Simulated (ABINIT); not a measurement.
Planning a run of ABINIT 10.8.3 on CdSe (Cadmoselite). The input:

```
acell 3*1.0 Angstrom
rprim 
  4.300000000016 -0.000000000004 0.000000000000
  -2.150000000005 3.723909236288 0.000000000000
  0.000000000000 0.000000000000 7.020000000000
ntypat 2
znucl 48 34
natom 4
typat 1 1 2 2
xred 
  0.333333333333 0.666666666667 0.000000000000
  0.666666666667 0.333333333333 0.500000000000
  0.333333333333 0.666666666667 0.385000000000
  0.666666666667 0.333333333333 0.885000000000
pp_dirpath "pseudos"
pseudos "Cd.upf, Se.upf"
ecut 48
ngkpt 3 3 2
nshiftk 1
shiftk 0 0 0
kptopt 1
chksymbreak 0
istwfk *1
occopt 1
irdwfk 1
optdriver 4
nband 118
gwcalctyp 10
ecutsigx 48
symsigma 1
nkptgw 6
kptgw 
  0.0000000000 0.0000000000 0.0000000000
  0.3333333333 0.0000000000 0.0000000000
  0.3333333333 0.3333333333 0.0000000000
  0.0000000000 0.0000000000 0.5000000000
  0.3333333333 0.0000000000 0.5000000000
  0.3333333333 0.3333333333 0.5000000000
bdgw 
  29 52
  29 52
  29 52
  29 52
  29 52
  29 52
ecuteps 3.9
irdscr 1
ppmodel 1
irdqps 1
indata_prefix "in"
outdata_prefix "out"
tmpdata_prefix "tmp"
```

The database entry behind the starting cell differs from later determinations by our own check (inner coordinate of an old entry), so it need not match the best structure at ambient conditions.

```sh
OMP_NUM_THREADS=1 mpirun -n 8 abinit run.abi > log
```

Q: Estimate wall time and host memory on 8 MPI ranks of Intel Xeon Platinum 8488C (Sapphire Rapids), shared host.

It took 1.8 min; on shared hardware allow 54 s to 3.6 min. Peak host memory was 6.8 GiB.

[Paths, hosts, dates, memory and timing lines, banners, echoed tables and standing remarks are left out of the program output.]

[Logs are printed without paths, hosts, clocks, repeated set-up lines and the standing remarks that a program may print on its own settings, such as how far it seeks lower states.]

[Runs of the session that timed out or met a known fault of the program may be left out.]

[Hosts, paths, dates, database ids (printed as entryN), source tags and the programs' standing remarks are cut or masked in the printed files.]

[G0W0 gaps are taken among the corrected bands and points alone; a level outside them can change the order at an edge.]

[Where Ansatz stands beside ABINIT at settings called matched, ABINIT's density can come from a denser mesh and the files from another edition; pairs whose starting gaps differed by over 0.03 eV were left out, so agreement reads better than it is.]
